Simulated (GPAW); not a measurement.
# Core-hole calculation of the B K edge in CaBO3 (P2_1/m)

What does one-electron theory with a core hole give for the B K edge of CaBO3 (P2_1/m)?

Main program and level: GPAW 26.7.0; X-ray absorption from dipole matrix elements to empty bands, plane-wave PAW LDA.

This is a report of a sequence of runs, with most program output left out.

## Step 1: Set-up

It takes space group P2_1/m (No. 11, monoclinic). Conventional cell: a = 3.673 Å, b = 5.479 Å, c = 6.635 Å, α = 90.00°, β = 93.50°, γ = 90.00°. Nearest to Ca lie 7 O at 2.34 to 2.62 Å. Nearest to O lie 1 B at 1.37 Å and 3 Ca at 2.38 to 2.62 Å. Nearest to O lie 1 B at 1.36 Å and 1 Ca at 2.34 Å. B has 3 O at 1.36 to 1.37 Å nearest. Farther neighbours and most contacts between anions are not listed.

Structure file:

```xyz
10
Lattice="3.6734 0.0000 0.0000 0.0000 5.4795 0.0000 -0.4051 0.0000 6.6223" Properties=species:S:1:pos:R:3 pbc="T T T"
Ca    0.8826    4.1096    1.1569
Ca    2.3857    1.3699    5.4655
O     2.7383    0.1729    1.1770
O     0.5300    2.9126    5.4453
O     0.5300    5.3066    5.4453
O     2.7383    2.5669    1.1770
O     1.0837    4.1096    3.4876
O     2.1846    1.3699    3.1347
B     0.6865    4.1096    4.7878
B     2.5817    1.3699    1.8345
```

## Step 2: The field without a hole

The ground state comes first: it tells whether the system has a gap, which decides how the excited electron is treated.

Input file scf.py:

```python
import numpy as np
from ase import Atoms
from ase.parallel import parprint, paropen
from gpaw import GPAW, PW, FermiDirac, Mixer, MixerDif, setup_paths
from gpaw.test import gen
setup_paths.insert(0, '.')
gen('B', name='nch1s', xcname='LDA', corehole=(1, 0, 0), write_xml=True)
from gpaw.mpi import world
world.barrier()

atoms = Atoms('Ca2O6B2',
    cell=[[3.673378, 0, 0],
     [0, 5.479484, 0],
     [-0.405091, 0, 6.622318]],
    scaled_positions=[[0.259533, 0.75, 0.17469],
     [0.740467, 0.25, 0.82531],
     [0.765041, 0.031552, 0.177735],
     [0.234959, 0.531552, 0.822265],
     [0.234959, 0.968448, 0.822265],
     [0.765041, 0.468448, 0.177735],
     [0.35308, 0.75, 0.526649],
     [0.64692, 0.25, 0.473351],
     [0.266626, 0.75, 0.722986],
     [0.733374, 0.25, 0.277014]],
    pbc=True)
atoms.calc = calc = GPAW(legacy_gpaw=True, mode=PW(500), xc='LDA', setups={8: 'nch1s'},
    kpts={'size': (7, 5, 4), 'gamma': True}, occupations=FermiDirac(0.05),
    charge=0, mixer=Mixer(0.1, 5, 50), maxiter=150,
    convergence={'density': 0.0001}, txt='scf.txt')
energy = atoms.get_potential_energy() + calc.get_reference_energy()
ef = calc.get_fermi_level()
out = dict(energy=energy, fermi=ef, forces=atoms.get_forces().tolist())
parprint(f'all-electron energy {energy:.4f} eV, Fermi level {ef:.4f} eV')
ev = np.array([[calc.get_eigenvalues(k, s) for k in range(len(calc.get_ibz_k_points()))] for s in range(calc.get_number_of_spins())])
out['homo'], out['lumo'], out['counts'] = ev[ev < ef].max(), ev[ev > ef].min(), sorted(set((ev < ef).sum((0, 2)).tolist()))
out['filled'] = (ev[:, 0] < ef).sum(1).tolist()
import json
with paropen('out.json', 'w') as f:
    json.dump(out, f)
```

Command:

```sh
OMP_NUM_THREADS=1 mpirun -n 4 gpaw python scf.py
```

The job ended after 45 s (4 MPI ranks of Arm Neoverse V2, shared host; peak memory 0.28 GiB).

The mesh shows no gap, so the system is treated as a metal and the core electron is put at the Fermi level (neutral cell).

## Step 3: Reference energy of the supercell

The photon energy needs a difference of total energies, so the cell and mesh of the coming hole run are first run without a hole.

Input file scf.py:

```python
import numpy as np
from ase import Atoms
from ase.parallel import parprint, paropen
from gpaw import GPAW, PW, FermiDirac, Mixer, MixerDif, setup_paths
from gpaw.test import gen
setup_paths.insert(0, '.')
gen('B', name='nch1s', xcname='LDA', corehole=(1, 0, 0), write_xml=True)
from gpaw.mpi import world
world.barrier()

atoms = Atoms('Ca4O12B4',
    cell=[[-3.673378, 5.479484, 0],
     [-3.673378, -5.479484, 0],
     [3.268287, 0, 6.622318]],
    scaled_positions=[[0.3325785, 0.5825785, 0.17469],
     [0.8325785, 0.0825785, 0.17469],
     [0.1674215, 0.9174215, 0.82531],
     [0.6674215, 0.4174215, 0.82531],
     [0.722123, 0.690571, 0.177735],
     [0.222123, 0.190571, 0.177735],
     [0.559429, 0.027877, 0.822265],
     [0.059429, 0.527877, 0.822265],
     [0.777877, 0.809429, 0.822265],
     [0.277877, 0.309429, 0.822265],
     [0.940571, 0.472123, 0.177735],
     [0.440571, 0.972123, 0.177735],
     [0.4617845, 0.7117845, 0.526649],
     [0.9617845, 0.2117845, 0.526649],
     [0.0382155, 0.7882155, 0.473351],
     [0.5382155, 0.2882155, 0.473351],
     [0.60318, 0.85318, 0.722986],
     [0.10318, 0.35318, 0.722986],
     [0.89682, 0.64682, 0.277014],
     [0.39682, 0.14682, 0.277014]],
    pbc=True)
atoms.calc = calc = GPAW(legacy_gpaw=True, mode=PW(500), xc='LDA', setups={16: 'nch1s'},
    kpts={'size': (3, 3, 3), 'gamma': True}, occupations=FermiDirac(0.1),
    charge=0, mixer=Mixer(0.1, 5, 50), maxiter=150,
    convergence={'density': 0.0001}, txt='scf.txt')
energy = atoms.get_potential_energy() + calc.get_reference_energy()
ef = calc.get_fermi_level()
out = dict(energy=energy, fermi=ef, forces=atoms.get_forces().tolist())
parprint(f'all-electron energy {energy:.4f} eV, Fermi level {ef:.4f} eV')
ev = np.array([[calc.get_eigenvalues(k, s) for k in range(len(calc.get_ibz_k_points()))] for s in range(calc.get_number_of_spins())])
out['homo'], out['lumo'], out['counts'] = ev[ev < ef].max(), ev[ev > ef].min(), sorted(set((ev < ef).sum((0, 2)).tolist()))
out['filled'] = (ev[:, 0] < ef).sum(1).tolist()
import json
with paropen('out.json', 'w') as f:
    json.dump(out, f)
```

It took 67 s on 4 MPI ranks; peak memory 0.36 GiB; 4.5 min of CPU time.

Reference energy: -101003.440 eV with the cores included.

## Step 4: Spectrum with XCH, B atom 9

The holes are 6.6 Å apart. In GPAW the data set carries the hole's charge, so charge=0 means a charged cell and charge=-1 a neutral one. The excited electron is kept in the cell, where it fills the lowest empty states and screens the hole. After the field has converged, empty bands are computed with the density fixed and the dipole matrix elements are summed.

The absorber has 1 O at 1.36 Å and 2 O at 1.37 Å (trigonal planar, site symmetry m).

Input file xas.py:

```python
import numpy as np
from ase import Atoms
from ase.parallel import parprint, paropen
from gpaw import GPAW, PW, FermiDirac, Mixer, MixerDif, setup_paths
from gpaw.test import gen
setup_paths.insert(0, '.')
gen('B', name='fch1s', xcname='LDA', corehole=(1, 0, 1), write_xml=True)
from gpaw.mpi import world
world.barrier()

atoms = Atoms('Ca4O12B4',
    cell=[[-3.673378, 5.479484, 0],
     [-3.673378, -5.479484, 0],
     [3.268287, 0, 6.622318]],
    scaled_positions=[[0.3325785, 0.5825785, 0.17469],
     [0.8325785, 0.0825785, 0.17469],
     [0.1674215, 0.9174215, 0.82531],
     [0.6674215, 0.4174215, 0.82531],
     [0.722123, 0.690571, 0.177735],
     [0.222123, 0.190571, 0.177735],
     [0.559429, 0.027877, 0.822265],
     [0.059429, 0.527877, 0.822265],
     [0.777877, 0.809429, 0.822265],
     [0.277877, 0.309429, 0.822265],
     [0.940571, 0.472123, 0.177735],
     [0.440571, 0.972123, 0.177735],
     [0.4617845, 0.7117845, 0.526649],
     [0.9617845, 0.2117845, 0.526649],
     [0.0382155, 0.7882155, 0.473351],
     [0.5382155, 0.2882155, 0.473351],
     [0.60318, 0.85318, 0.722986],
     [0.10318, 0.35318, 0.722986],
     [0.89682, 0.64682, 0.277014],
     [0.39682, 0.14682, 0.277014]],
    pbc=True)
atoms.calc = calc = GPAW(legacy_gpaw=True, mode=PW(500), xc='LDA', setups={16: 'fch1s'},
    kpts={'size': (3, 3, 3), 'gamma': True}, occupations=FermiDirac(0.1),
    charge=-1, mixer=Mixer(0.1, 5, 50), maxiter=150,
    convergence={'density': 0.0001}, txt='scf.txt')
energy = atoms.get_potential_energy() + calc.get_reference_energy()
ef = calc.get_fermi_level()
out = dict(energy=energy, fermi=ef, forces=atoms.get_forces().tolist())
parprint(f'all-electron energy {energy:.4f} eV, Fermi level {ef:.4f} eV')
ev = np.array([[calc.get_eigenvalues(k, s) for k in range(len(calc.get_ibz_k_points()))] for s in range(calc.get_number_of_spins())])
out['homo'], out['lumo'], out['counts'] = ev[ev < ef].max(), ev[ev > ef].min(), sorted(set((ev < ef).sum((0, 2)).tolist()))
out['filled'] = (ev[:, 0] < ef).sum(1).tolist()

from ase.units import Ha
from gpaw.xas import dipole_matrix_elements
nb = int(calc.get_number_of_electrons() / 2) + 161
top, nb = nb, nb + 8 + nb // 12
nscf = calc.fixed_density(kpts={'size': (4, 4, 3), 'gamma': True}, nbands=nb,
    convergence={'bands': top, 'eigenstates': 1e-5}, maxiter=60, txt='nscf.txt')
cell = atoms.cell.array
ops = [cell.T @ U.T @ np.linalg.inv(cell.T) for U in nscf.wfs.kd.symmetry.op_scc]
E = np.arange(-6, 34, 0.1)
fwhm = np.interp(E, [4, 25], [0.9, 3.5])
Y, X, zero, highest = 0, 0, 1e9, 1e9
for spin in range(nscf.get_number_of_spins()):
    wfs = nscf.wfs
    A = dipole_matrix_elements(wfs.setups[16])
    eps = np.zeros((wfs.kd.nibzkpts, nb))
    d = np.zeros((3, A.shape[1], wfs.kd.nibzkpts, nb), complex)
    for kpt in wfs.kpt_u:
        if kpt.s == spin and 16 in kpt.P_ani:
            eps[kpt.k] = kpt.eps_n * Ha
            d[:, :, kpt.k] = (kpt.weight * wfs.nspins / 2) ** 0.5 * np.inner(A, kpt.P_ani[16])
    world.sum(eps)
    world.sum(d)
    T = np.einsum('amkn,bmkn->abkn', d, d.conj()).real
    T = sum(np.einsum('ai,ijkn,bj->abkn', R, T, R) for R in ops) / len(ops)
    empty = eps > ef
    zero, highest = min(zero, eps[empty].min()), min(highest, eps[:, top - 1].min())
    lines = [(eps, T, empty)] if spin == 0 else lines + [(eps, T, empty)]
for eps, T, empty in lines:
    f = np.einsum('aakn->akn', T).reshape(3, -1)
    x = eps.ravel() - zero
    w = np.interp(x, E, fwhm) / 2.35482
    g = np.exp(-0.5 * ((E[:, None] - x) / w) ** 2) / (w * (2 * np.pi) ** 0.5)
    Y = Y + (f * empty.ravel()) @ g.T
    X = X + (f * ~empty.ravel()) @ g.T
out.update(E=E.round(2).tolist(), xas=Y.tolist(), xes=X.tolist(), zero=zero, valid=highest - zero, nk=len(eps), nb=nb)
for i in range(0, len(E), 10):
    parprint(f'{E[i]:7.2f}', *(f'{v:10.3e}' for v in Y[:, i]))
import json
with paropen('out.json', 'w') as f:
    json.dump(out, f)
```

Command:

```sh
OMP_NUM_THREADS=1 mpirun -n 4 gpaw python xas.py
```

The job ended after 6.7 min (4 MPI ranks; peak memory 0.71 GiB).

The B K spectrum, B atom 9, excited-electron core hole (neutral cell) (energy from the lowest empty level; intensity scaled to a mean of 1 over the first 20 eV; polarised curves are means over the symmetry-equivalent atoms):

```tsv
E (eV)	isotropic	ε ∥ x	ε ∥ y	ε ∥ z
-2.00	0.00	0.00	0.00	0.00
-1.25	0.00	0.00	0.00	0.00
-0.50	0.00	0.00	0.00	0.00
0.25	0.00	0.00	0.00	0.00
1.00	0.00	0.00	0.00	0.00
1.75	0.00	0.00	0.00	0.00
2.50	0.00	0.00	0.00	0.00
3.25	0.20	0.56	0.00	0.04
4.00	3.73	10.44	0.00	0.75
4.75	2.31	6.46	0.01	0.48
5.50	0.17	0.27	0.13	0.11
6.25	0.33	0.40	0.39	0.21
7.00	0.39	0.50	0.37	0.30
7.75	0.35	0.40	0.26	0.40
8.50	0.38	0.34	0.25	0.55
9.25	0.39	0.36	0.29	0.53
10.00	0.46	0.40	0.39	0.59
10.75	0.64	0.39	0.64	0.88
11.50	1.06	0.39	1.32	1.46
12.25	1.97	0.44	2.88	2.58
13.00	3.18	0.54	5.01	4.00
13.75	3.57	0.59	5.74	4.39
14.50	2.62	0.50	4.20	3.17
15.25	1.40	0.42	2.15	1.63
16.00	0.75	0.44	0.99	0.84
16.75	0.57	0.53	0.56	0.61
17.50	0.54	0.62	0.43	0.58
18.25	0.55	0.64	0.40	0.60
19.00	0.54	0.60	0.42	0.61
19.75	0.53	0.54	0.44	0.62
20.50	0.52	0.49	0.44	0.62
21.25	0.49	0.45	0.40	0.61
22.00	0.47	0.44	0.37	0.59
22.75	0.46	0.45	0.36	0.57
23.50	0.47	0.47	0.38	0.57
24.25	0.48	0.48	0.41	0.56
25.00	0.48	0.48	0.44	0.52
25.75	0.47	0.47	0.48	0.48
26.50	0.46	0.44	0.51	0.44
27.25	0.45	0.41	0.53	0.42
28.00	0.46	0.39	0.55	0.44
28.75	0.47	0.40	0.55	0.47
29.50	0.48	0.42	0.53	0.49
30.25	0.49	0.46	0.51	0.48
31.00	0.48	0.51	0.49	0.43
31.75	0.46	0.55	0.46	0.37
```

Main maxima below 24 eV (height): 4.3 eV (4.63) and 13.6 eV (3.62). A K edge sees empty p states; at this planar three-fold site the curve for the electric vector normal to the plane peaks at 4.3 eV, where it is mainly π* that absorbs: that direction carries over 70 % of the weight there.

The total-energy difference is 190.21 eV. One term is added: -5.56 eV, since the hole is spin-paired here and a spin-polarised one costs that much less in the free atom (computed apart). The photon energy is then 184.65 eV. The functional leaves an error in such absolute values: in the free atom LDA prices this hole 2.2 eV below PBE (computed apart), and PBE is itself good to a few eV.

## Step 5: What came out

| Item | Value |
| --- | --- |
| absorber and edge | B K, atom 9 of the ground-state input (counted from 1) |
| surroundings | 1 O at 1.36 Å and 2 O at 1.37 Å (trigonal planar, site symmetry m) |
| highest intensity below 16 eV | 4.3 eV above the zero, height 4.63 |
| photon energy of the zero, with the added terms | 184.7 eV (raw 190.2 eV; LDA puts this hole about 2 eV below PBE, itself good to a few eV) |

**Reading.** The B K edge of atom 9, with 1 O at 1.36 Å and 2 O at 1.37 Å (trigonal planar, site symmetry m), has its highest intensity of the first 16 eV at 4.3 eV above the zero, near 189 eV in photon energy (LDA puts this hole about 2 eV below PBE, itself good to a few eV), 4.6 times the mean level of the first 20 eV (Gaussian full width 0.9 eV up to 4 eV, rising linearly to 3.5 eV at 25 eV). At the B K edge of atom 9 polarisation matters most near 4.3 eV, where the curves differ by 12.9 on this scale. 1 further run of this session is left out of this account as redundant. The unit cell's mesh shows no gap over 0.35 eV. That is right for a metallic compound; for a small-gap or correlated insulator it would be the fault of the functional or of the assumed magnetic order, and the hole would be screened too well. The mesh is coarse (0.32 Å⁻¹ between points), so small maxima may be mesh ripples. The structure is a computed Materials Project entry and may be a hypothetical form.

[Logs are printed without paths, hosts, clocks, repeated set-up lines and the standing remarks that a program may print on its own settings, such as how far it seeks lower states.]

[Hosts, paths, dates, database ids (printed as entryN), source tags and the programs' standing remarks are cut or masked in the printed files.]

[Lists of maxima count a maximum above −3 eV only where it reaches 4 % of the highest in the window and stands out from its surroundings by 2 % of it (1.5 % where it reaches 55 %); shoulders and weaker maxima are passed over, and of the rest the first, up to two pre-edge ones and the few strongest are named.]
